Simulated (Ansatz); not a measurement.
# Lattice dynamics of PbSe2 (model cell, started as rutile), part 2 of 2

Wanted: phonon frequencies of PbSe2 (model cell, started as rutile) and what follows from them.

Ansatz 0.2.0; DFT PBEsol, scalar-relativistic, plane waves, PAW.

So far. Step 3 (Relaxing to small forces for the phonons): The largest force component left is 0.097 meV/Å and the pressure is -0.002 GPa, within the tolerances set. The cell now holds 30.37 Å³/atom. The relaxed cell has a = 6.594, c = 4.191 Å (conventional setting).

The structure was built from a prototype and need not be the compound's stable phase.

**4. Linear response at the zone centre**

The zone centre comes first: it holds the modes that light can see, as far as symmetry allows. No field response is asked, since the mesh shows no gap.

Contents of input.yaml:

```yaml
crystal:
  lattice:
    - [6.5939545271, 0.0, 0.0]
    - [0.0, 6.5939545271, 0.0]
    - [0.0, 0.0, 4.1905182995]
  atoms:
    - { symbol: Pb, position: [0.0, 0.0, 0.0] }
    - { symbol: Pb, position: [0.5, 0.5, 0.5] }
    - { symbol: Se, position: [0.3028381319, 0.3028381319, 0.0] }
    - { symbol: Se, position: [0.6971618681, 0.6971618681, 0.0] }
    - { symbol: Se, position: [0.8028381319, 0.1971618681, 0.5] }
    - { symbol: Se, position: [0.1971618681, 0.8028381319, 0.5] }
kpoints:
  mp_grid: { grid: [6, 6, 8] }
hamiltonian:
  xc: pbesol
scf:
  occupations: { method: methfessel_paxton, width: 0.2 }
output:
  eigenvalues: true
phonons:
  method: dfpt
```

Started as:

```sh
ansatz run input.yaml --threads 8 --pin off --max-ram 14336MiB --backend cpu --events-out ev --progress --plain --runs-dir out
```

Numbers of over 12 decimals in the logs are rounded to 6 here.

The log of the run:

```text
zone centre: on kpoints.mp_grid the ground state, and the responses unless they are solved on pairs of k-points, stand on 100 of the mesh's 288 k-points, reduced under 2 symmetry operations, with k and −k counted as one. Each operation leaves every solved displacement unchanged or reverses it
[...]
Crystal: 6 atoms, lattice volume = 182.205 Å³
Basis set: ecut = 420 eV, 3511 PW (Γ), exchange–correlation on 96×96×60 points (8 copies of the dense FFT grid, shifted against one another)
Bands: 56, of which v1, the nominal top of the filled ones, is band 46 counted from 1 (45 counted from 0)
Symmetry: 16 space group operations
k-points: 100 of 288 (irreducible under 2 space group operations, time reversal used)
[...]
SCF iter   1: F=—  HF=-45205.831396 eV  |F-HF|=—  |Δ(HF+E_count)|=         —  Δρ=2.22e-3  dr2=1.05e-2  ethr=1.77e-3  ⟨swp⟩=7.2  Hψ=22700  notcnv=0  defer=1
[...]
SCF iter  10: F=-45205.827048 eV  HF=-45205.827048 eV  |F-HF|=0.00e0  |Δ(HF+E_count)|=  2.18e-11  S|Δr|=    0.00e0  Δρ=2.67e-8  dr2=7.54e-13  ethr=1.00e-12  ⟨swp⟩=11.3  Hψ=28945  notcnv=0
SCF 1 converged in 10 iterations: F = -45205.827048 eV  dr2 = 7.54e-13
[...]
DFPT response loops at Γ: preconditioner auto → Kerker (q_TF=auto, 2.435 Å⁻¹) (partly filled bands, converged f_vac=0.117); β = 1.00, the filter's whole step (`scf.mixing.beta` (0.50) is not read by the response loops under this deck's `scf.mixing.preconditioner`; to damp them name `kerker` or `kerker_dos`, under which they read `scf.mixing.beta`, and type it under 1.00, their step now; both keys bind the ground state too); Broyden in place of MSR1
SCF converged after 10 iterations
[...]
Free energy (F): -45205.827048 eV
[...]
Internal energy: -45205.835911 eV  (E = F + TS)
E sigma→0 (E₀):  -45205.829264 eV
Entropy (-TS):   0.008863 eV (1.477 meV/atom)
Fermi energy:    6.418547 eV
[...]
--- Band table (eV; the first three rows and the last of 100) ---
  k-point 0: bands = [... 42 lower, 5.8039, 5.8039, 6.2818, 6.2818, 6.9054, 7.3235, 8.9596, 8.9596, ... 6 higher]
  k-point 1: bands = [... 42 lower, 5.1478, 6.1207, 6.3077, 6.3077, 6.7828, 7.6818, 9.6591, 9.6591, ... 6 higher]
  k-point 2: bands = [... 42 lower, 4.4635, 6.1236, 6.1236, 6.4360, 6.4678, 7.9566, 10.3631, 10.8224, ... 6 higher]
  k-point 99: bands = [... 42 lower, 5.8940, 5.8940, 6.0128, 6.0128, 6.4469, 6.4469, 11.2082, 11.2082, ... 6 higher]
--- Phonons (Γ-DFPT): 4 representative perturbations + reference, on 100 of 288 k-points (Σ response iterations 13) ---
  k mesh reduced under 2 symmetry operations, with k and −k counted as one. Each operation leaves every solved displacement unchanged or reverses it
  ASR residual: 6.681e-5 → 0.000e0 eV/Å²; symmetrization residual: 3.203e-5 eV/Å²
  ASR residual per site (eV/Å²): 6.68e-5 6.68e-5 3.68e-5 3.68e-5 3.68e-5 3.68e-5
  Γ frequencies (cm⁻¹): -73.96 -67.81 -67.81 -46.79 -12.34 0.00 0.00 0.00 87.30 87.30 108.68 108.68 134.68 150.36 150.36 153.09 153.64 163.66
  non-analytic LO–TO correction: not included (Born effective charges unavailable; polar crystals: no LO–TO splitting at Γ)
```

Wall time 2.4 min (8 threads of Arm Neoverse N1, shared host); peak memory 3.4 GiB; 19 min of CPU time.

In the SCF lines HF is the Harris–Foulkes energy and dr2 the Hartree energy of the density residual, in eV; the loop may stop once dr2 is under the threshold and the program's other checks hold. Hψ counts applications of the Hamiltonian.

Numbers from this step:

```
sum-rule residual before enforcement                    : 6.68e-5 eV/Å²
point group                                             : 4/mmm
highest optical mode at the zone centre (no LO-TO term) : 163.7 cm⁻¹
lowest optical zone-centre mode                         : -73.96 cm⁻¹
```

Patterns of degenerate modes are one choice out of their space. The modes at Γ (shares of kinetic energy by element, %) (negative means imaginary):

```tsv
mode	frequency (cm⁻¹)	symmetry	Pb %	Se %
1	-74.0	A2g	0	100
2	-67.8	Eu	21	79
3	-67.8	Eu	21	79
4	-46.8	B1g	0	100
5	-12.3	B1u	74	26
6	0.0	acoustic	57	43
7	0.0	acoustic	57	43
8	0.0	acoustic	57	43
9	87.3	Eu	93	7
10	87.3	Eu	93	7
11	108.7	Eg	0	100
12	108.7	Eg	0	100
13	134.7	A2u	43	57
14	150.4	Eu	29	71
15	150.4	Eu	29	71
16	153.1	B1u	26	74
17	153.6	A1g	0	100
18	163.7	B2g	0	100
```

Displacements in mode 1 (-74.0 cm⁻¹), the largest set to 1:
```
Pb1  0.00  0.00  0.00
Pb2  0.00  0.00  0.00
Se3  1.00 -1.00  0.00
Se4 -1.00  1.00  0.00
Se5 -1.00 -1.00  0.00
Se6  1.00  1.00  0.00
```

Displacements in mode 13 (134.7 cm⁻¹), the largest set to 1:
```
Pb1  0.00  0.00  0.76
Pb2  0.00  0.00  0.76
Se3  0.00  0.00 -1.00
Se4  0.00  0.00 -1.00
Se5  0.00  0.00 -1.00
Se6  0.00  0.00 -1.00
```

Before it was imposed, the acoustic sum rule was missed by 6.7e-5 eV/Å². Small misses are needed for a sound result but don't prove that mesh and cutoff are converged. The lowest optical mode is imaginary, 74.0i cm⁻¹, so the energy falls along it.

**5. The dispersion**

Stability and thermal properties need the whole zone. Linear response on a 2×2×2 q mesh gives force constants as far as a supercell of that size would.

input.yaml, as its differences from that of step 4:

```diff
@@ -22 +22,9 @@
   method: dfpt
+  qmesh: [2, 2, 2]
+  temperatures: { t_max: 1000, t_step: 50 }
+  qpath:
+    path:
+      - [[0.0, 0.0, 0.0], [0.0, 0.5, 0.0], [0.5, 0.5, 0.0], [0.0, 0.0, 0.0], [0.0, 0.0, 0.5], [0.0, 0.5, 0.5], [0.5, 0.5, 0.5], [0.0, 0.0, 0.5]]
+      - [[0.0, 0.5, 0.0], [0.0, 0.5, 0.5]]
+      - [[0.5, 0.5, 0.0], [0.5, 0.5, 0.5]]
+    npoints: 10
```

The log of the run:

```text
Warning: phonons: the dynamical matrix that this run interpolates holds no multipole term above the dipole-dipole one, and a site of this crystal is no centre of inversion, so its interpolated transverse optical and acoustic branches and sound speeds can stay off near Gamma, and the density of states and the thermodynamics with them. What a run solves at a wave vector of phonons.qpoints, Gamma apart, where the deck admits one, is free of this, and under fd what a larger phonons.supercell samples
[...]
Crystal: 6 atoms, lattice volume = 182.205 Å³
Basis set: ecut = 420 eV, 3511 PW (Γ), exchange–correlation on 96×96×60 points (8 copies of the dense FFT grid, shifted against one another)
Bands: 56, of which v1, the nominal top of the filled ones, is band 46 counted from 1 (45 counted from 0)
Symmetry: 16 space group operations
k-points: 50 of 288
[...]
SCF iter   1: F=—  HF=-45205.831398 eV  |F-HF|=—  |Δ(HF+E_count)|=         —  Δρ=2.22e-3  dr2=1.05e-2  ethr=1.77e-3  ⟨swp⟩=7.3  Hψ=11376  notcnv=0  defer=1
[...]
SCF iter  10: F=-45205.827048 eV  HF=-45205.827048 eV  |F-HF|=7.28e-12  |Δ(HF+E_count)|=    0.00e0  S|Δr|=    0.00e0  Δρ=2.69e-8  dr2=7.61e-13  ethr=1.00e-12  ⟨swp⟩=11.3  Hψ=14341  notcnv=0
SCF 1 converged in 10 iterations: F = -45205.827048 eV  dr2 = 7.61e-13
[...]
SCF iter   5: F=-45205.827048 eV  HF=-45205.827048 eV  |F-HF|=1.46e-11  |Δ(HF+E_count)|=  1.46e-11  S|Δr|=    0.00e0  Δρ=5.14e-8  dr2=4.99e-12  ethr=1.00e-12  ⟨swp⟩=3.6  Hψ=8351  notcnv=0
SCF 2 converged in 5 iterations: F = -45205.827048 eV  dr2 = 4.99e-12
k-points: 104 of 288 (irreducible under 2 space group operations, time reversal used)
[...]
SCF iter 100: F=—  HF=-45205.829080 eV  |F-HF|=—  |Δ(HF+E_count)|=   1.74e-5  Δρ=4.64e-4  dr2=4.54e-4  ethr=9.87e-8  ⟨swp⟩=1.4  Hψ=12382  notcnv=0  recentre
WARN: phonons: the run's symmetry doesn't show that the Born effective charges vanish, and it interpolates frequencies without the dipole-dipole term. In a polar insulator or semiconductor they then lack LO-TO splitting, and the branches near Gamma, sound speeds, density of states, thermodynamics and thermal conductivity can be off. Where the input admits it, phonons.dielectric: true or phonons.non_analytic_term supplies the term (a sheet's or wire's own needs phonons.isolated: true). The run goes on without its unit cell's response to a homogeneous field, whose tensors the term is made of, since the solve failed (did not converge after 100 iterations: [rest of the remark cut]
NSCF: frozen V_eff on 50 k-points
WARN: eigensolver did not converge (k=6): 1 band(s) unlocked after 20 sweeps at ethr=1.37e-12 eV (storage-precision floor; scheduled 1.00e-12 eV) (lowest unlocked band 55, counted from 0; max residual 5.56e-6 eV among the unlocked bands, 5.56e-6 eV over every band; other slots of this pass that fall short are told together in one closing line; warning suppressed until the next SCF loop or pass starts)
WARN: eigensolver did not converge in 5 slots of this pass, the one above among them; of largest residual over every band (k=21): 1 band(s) unlocked (lowest unlocked band 55, counted from 0; max residual 8.52e-6 eV among the unlocked bands, 8.52e-6 eV over every band); of lowest unlocked band (k=6): band 55
[...]
DFPT response loops at q = (0, 0, 0) (fractional): preconditioner auto → Kerker (q_TF=auto, 2.435 Å⁻¹) (partly filled bands, converged f_vac=0.117); β = 1.00, the filter's whole step (`scf.mixing.beta` (0.50) is not read by the response loops under this deck's `scf.mixing.preconditioner`; to damp them name `kerker` or `kerker_dos`, under which they read `scf.mixing.beta`, and type it under 1.00, their step now; both keys bind the ground state too); Broyden in place of MSR1
[...]
SCF converged after 10 iterations
[...]
Free energy (F): -45205.827048 eV
[...]
Internal energy: -45205.835911 eV  (E = F + TS)
E sigma→0 (E₀):  -45205.829264 eV
Entropy (-TS):   0.008863 eV (1.477 meV/atom)
Fermi energy:    6.418547 eV
[...]
--- Band table (eV; the first three rows and the last of 50) ---
  k-point 0: bands = [... 42 lower, 5.8039, 5.8039, 6.2818, 6.2818, 6.9054, 7.3235, 8.9596, 8.9596, ... 6 higher]
  k-point 1: bands = [... 42 lower, 5.1478, 6.1207, 6.3077, 6.3077, 6.7828, 7.6818, 9.6591, 9.6591, ... 6 higher]
  k-point 2: bands = [... 42 lower, 4.4635, 6.1236, 6.1236, 6.4360, 6.4678, 7.9566, 10.3631, 10.8224, ... 6 higher]
  k-point 49: bands = [... 42 lower, 5.8940, 5.8940, 6.0128, 6.0128, 6.4469, 6.4469, 11.2082, 11.2082, ... 6 higher]
--- Phonons (Γ-DFPT): 4 representative perturbations + reference (Σ response iterations 13) ---
  ASR residual: 6.447e-5 → 0.000e0 eV/Å²; symmetrization residual: 3.173e-5 eV/Å²
  ASR residual per site (eV/Å²): 6.45e-5 6.45e-5 3.58e-5 3.58e-5 3.58e-5 3.58e-5
[...]
--- Phonons (arbitrary-q DFPT): 6 irreducible q on the 2×2×2 mesh ---
  q = [0.0000, 0.0000, 0.0000] (star 1, of the zone-centre solve; hermiticity 1.20e-5, symmetrization 1.47e-11): -73.96 -67.81 -67.81 -46.79 -12.34 -0.00 -0.00 -0.00 87.30 87.30 108.68 108.68 134.68 150.36 150.36 153.09 153.64 163.66
  q = [0.0000, 0.0000, -0.5000] (star 1, 4 solved perturbations in 330 linear systems a pass and spin channel, the states on 100 of 288 k-point pairs; hermiticity 5.06e-6, symmetrization 1.32e-12): -71.92 -71.92 -63.98 -63.98 18.99 18.99 56.09 56.09 85.49 85.49 131.95 131.95 134.92 134.92 147.87 147.87 167.04 167.04
  q = [0.0000, -0.5000, 0.0000] (star 2, 6 solved perturbations on 100 of 288 k-point pairs; hermiticity 1.11e-5, symmetrization 1.24e-12): -72.46 -72.46 -58.36 -58.36 -10.45 -10.45 57.22 57.22 62.16 62.16 108.47 108.47 145.37 145.37 145.78 145.78 167.61 167.61
[...]
sum rule: each row above includes the acoustic sum rule's correction from the zone centre's row sums; it moved no ω² by more than (0.49 cm⁻¹)²
  mesh force constants: q→R imaginary residual 9.71e-18; ASR residual 6.447e-5 → 0.000e0 eV/Å²; symmetrization residual 4.441e-15 eV/Å²
  interpolated dispersion: 93 rows × 18 modes
  density of states and harmonic sums: on the 10×10×16 q-mesh, interpolated from the force constants of a 2×2×2 supercell (no non-analytic term)
  largest difference from the sums on the solved wave vectors: F 2.63e-1 eV, S 3.50e-4 and C_V 8.68e-5 eV/K
  zero-point energy: 0.087458 eV/cell   skipped modes (ω ≤ 0): 956, of them read as no rigid motion or as one in doubt: 953 (4.991e0 modes/cell left out, lowest -77.39 cm⁻¹)   left out of the sums: 2.77e-1 of the cell's modes: C_V's classical limit lies that fraction below 3 k_B per atom; for a crystal, a wire or a layer, F and S can be off by more, and a phonons.interpolated_qmesh denser along its periods is the remedy for the sampling
```

It took 15 min on 8 threads; peak memory 3.2 GiB.

This step gave:

| Quantity | Value |
| --- | --- |
| sum-rule residual before enforcement | 6.45e-5 eV/Å² |
| lowest frequency on the path | -77.39 cm⁻¹ |
| highest frequency on the path or at a solved wavevector | 172.9 cm⁻¹ |
| lowest mode on the q mesh (acoustic modes at Γ apart) | -77.27 cm⁻¹ |

Frequencies (cm⁻¹) solved at each irreducible wavevector; negative means imaginary. Frequencies by wavevector, by row:

```tsv
q in reciprocal lattice units	star	mode 1	mode 2	mode 3	mode 4	mode 16	mode 17	mode 18
0 0 0	1	-74	-67.8	-67.8	-46.8	153.1	153.6	163.7
0 0 -0.5	1	-71.9	-71.9	-64	-64	147.9	167	167
0 -0.5 0	2	-72.5	-72.5	-58.4	-58.4	145.8	167.6	167.6
0 -0.5 -0.5	2	-68.8	-68.8	-56.5	-56.5	144.9	172.9	172.9
-0.5 -0.5 0	1	-77.3	-77.3	-71.9	-71.9	149.7	155.8	155.8
-0.5 -0.5 -0.5	1	-64.4	-64.4	-53.9	-53.9	145.2	168.9	168.9
```

Interpolated from a 2×2×2 q mesh, rough between the solved points. Phonon branches along the path, in cm⁻¹:

```tsv
point	branch 1	branch 2	branch 3	branch 4	branch 15	branch 16	branch 17	branch 18
Γ	-74	-68	-68	-47	150	153	154	164
halfway	-74	-69	-65	-51	148	151	161	166
X	-72	-72	-58	-58	146	146	168	168
halfway	-75	-75	-65	-65	147	147	163	163
M	-77	-77	-72	-72	150	150	156	156
halfway	-76	-71	-66	-56	150	150	158	167
Γ	-74	-68	-68	-47	150	153	154	164
halfway	-72	-70	-70	-53	146	146	161	167
Z	-72	-72	-64	-64	148	148	167	167
halfway	-70	-70	-60	-60	146	146	170	170
R	-69	-69	-56	-56	145	145	173	173
halfway	-67	-67	-55	-55	145	145	171	171
A	-64	-64	-54	-54	145	145	169	169
halfway	-71	-64	-63	-55	146	146	169	172
Z	-72	-72	-64	-64	148	148	167	167
jump to X	-72	-72	-58	-58	146	146	168	168
halfway	-69	-69	-60	-60	148	148	171	171
R	-69	-69	-56	-56	145	145	173	173
jump to M	-77	-77	-72	-72	150	150	156	156
halfway	-68	-68	-66	-66	146	146	164	164
A	-64	-64	-54	-54	145	145	169	169
```

Tetrahedra on a 10×10×16 mesh, mean over bins of 2 cm-1. Interpolated from a 2×2×2 q mesh, rough between the solved points. Table of phonon density of states by wavenumber; read off at these points:

wavenumber (cm⁻¹), phonon density of states (1/cm⁻¹/cell) and a bar:
```
      -77      0.017 #
      -71      0.255 ##############
      -69      0.407 #######################
      -63      0.109 ######
      -57      0.173 ##########
      -49      0.013 #
      -43      0.000 
      -37      0.000 
      -29      0.000 
      -23      0.005 
      -17      0.041 ##
       -9      0.044 ##
       -3      0.058 ###
        5      0.052 ###
       11      0.074 ####
       17      0.053 ###
       25      0.025 #
       31      0.032 ##
       37      0.044 ##
       45      0.063 ####
       51      0.059 ###
       59      0.029 ##
       65      0.021 #
       71      0.034 ##
       79      0.097 #####
       85      0.070 ####
       91      0.038 ##
       99      0.028 ##
      105      0.021 #
      113      0.070 ####
      119      0.048 ###
      125      0.065 ####
      129      0.181 ##########
      133      0.070 ####
      137      0.225 #############
      139      0.218 ############
      145      0.346 ###################
      147      0.535 ##############################
      153      0.005 
      159      0.050 ###
      167      0.200 ###########
      169      0.257 ##############
      173      0.028 ##
```

The partial phonon density of states has structure finer than the step of the table below, so its rows give means over 5 cm⁻¹, whole bins alone (the curve runs from -87.4 to 188 cm⁻¹). Peaks (cm⁻¹: height): Pb -12.9: 0.0414, 9.6: 0.059, 40.8: 0.0563, 51.2: 0.0453, 78.9: 0.0745, 97.9: 0.0311, 146.4: 0.0837; Se -68.3: 0.276, 137.7: 0.161, 146.4: 0.287, 168.9: 0.184.

Phonopy on the run's constants, 9x9x13 mesh, Gaussian sigma 2.0 cm-1. Interpolated from a 2×2×2 q mesh, rough between the solved points. Partial phonon density of states against wavenumber; means over each step; values in 1/cm⁻¹/cell:

```tsv
wavenumber (cm⁻¹)	Pb	Se
-80	5.0e-4	0.00814
-75	0.00527	0.0915
-70	0.0178	0.241
-65	0.0129	0.177
-60	0.00628	0.115
-55	0.00340	0.0934
-50	5.2e-4	0.0240
-45	1.9e-5	0.00270
-40	0	2.8e-5
-35	0	0
-30	3.7e-4	6.5e-5
-25	0.00582	0.00125
-20	0.0211	0.00562
-15	0.0342	0.0108
-10	0.0371	0.0131
-5	0.0357	0.0146
0	0.0189	0.00952
5	0.0377	0.0174
10	0.0574	0.0237
15	0.0465	0.0183
20	0.0303	0.0117
25	0.0187	0.00721
30	0.0214	0.00830
35	0.0226	0.00831
40	0.0479	0.0189
45	0.0388	0.0148
50	0.0419	0.0142
55	0.0361	0.0102
60	0.0235	0.00455
65	0.0232	0.00514
70	0.0303	0.00714
75	0.0559	0.0128
80	0.0664	0.0146
85	0.0561	0.0111
90	0.0434	0.00807
95	0.0246	0.00366
100	0.0246	0.00318
105	0.0171	0.00925
110	0.00489	0.0515
115	0.00234	0.0542
120	0.00256	0.0461
125	0.00438	0.0905
130	0.00956	0.122
135	0.0261	0.129
140	0.0337	0.142
145	0.0652	0.222
150	0.0417	0.137
155	0.00346	0.0205
160	0.00384	0.0494
165	0.0129	0.116
170	0.0210	0.151
175	0.00441	0.0273
180	4.0e-5	2.3e-4
185	0	0
```

Symmetry leaves 6 wavevectors to solve. The lowest mode among them, the acoustic zeros apart, lies at q = (-0.5, -0.5, 0) and is imaginary, 77.3i cm⁻¹, so the energy falls along it.

**6. What came out**

```yaml
space_group_after_relaxation_within_0p01_a: P4_2/mnm
volume_per_atom: 30.4 Å³
electronic_character: no gap on this mesh
highest_optical_mode_at_the_zone_centre_no_lo_to_term: 164 cm⁻¹
lowest_optical_zone_centre_mode: -74.0 cm⁻¹
lowest_mode_on_the_q_mesh_acoustic_modes_at_gamma_apart: -77.3 cm⁻¹
highest_frequency_on_the_path_or_at_a_solved_wavevector: 173 cm⁻¹
imaginary_modes_on_the_2x2x2_q_mesh: yes
```

**Reading.** Modes are clearly imaginary (beyond 10i cm⁻¹) at 6 of the 6 irreducible wavevectors, most at q = (-0.5, -0.5, 0) (77.3i cm⁻¹), so this structure is not a minimum of the energy. The optical modes at Γ span -74 to 164 cm⁻¹ (negative means imaginary). The highest mode in this list at Γ, 163.7 cm⁻¹, is mostly motion of Se (100 % of the kinetic energy). The q mesh stands for a supercell only 8.4 Å across, so branches between the solved wavevectors are rough. With no gap, or one that is small against the smearing, the frequencies hang on the k mesh and the smearing, most of all near Kohn anomalies. A semilocal functional can close a gap that the real compound would have, so the metallic treatment may be an artefact of the level. Spin-orbit coupling is left out, which can matter for the heavy elements here. A phonon run warned that its eigensolver left some bands unconverged in a pass. The starting cell was built on a prototype and not taken from a measurement, so the phase need not exist. These are harmonic frequencies at zero temperature: anharmonic shifts, linewidths and thermal expansion are left out.

[Logs are printed without paths, hosts, clocks, repeated set-up lines and the standing remarks that a program may print on its own settings, such as how far it seeks lower states.]

[Hosts, paths, dates, database ids (printed as entryN), source tags and the programs' standing remarks are cut or masked in the printed files.]
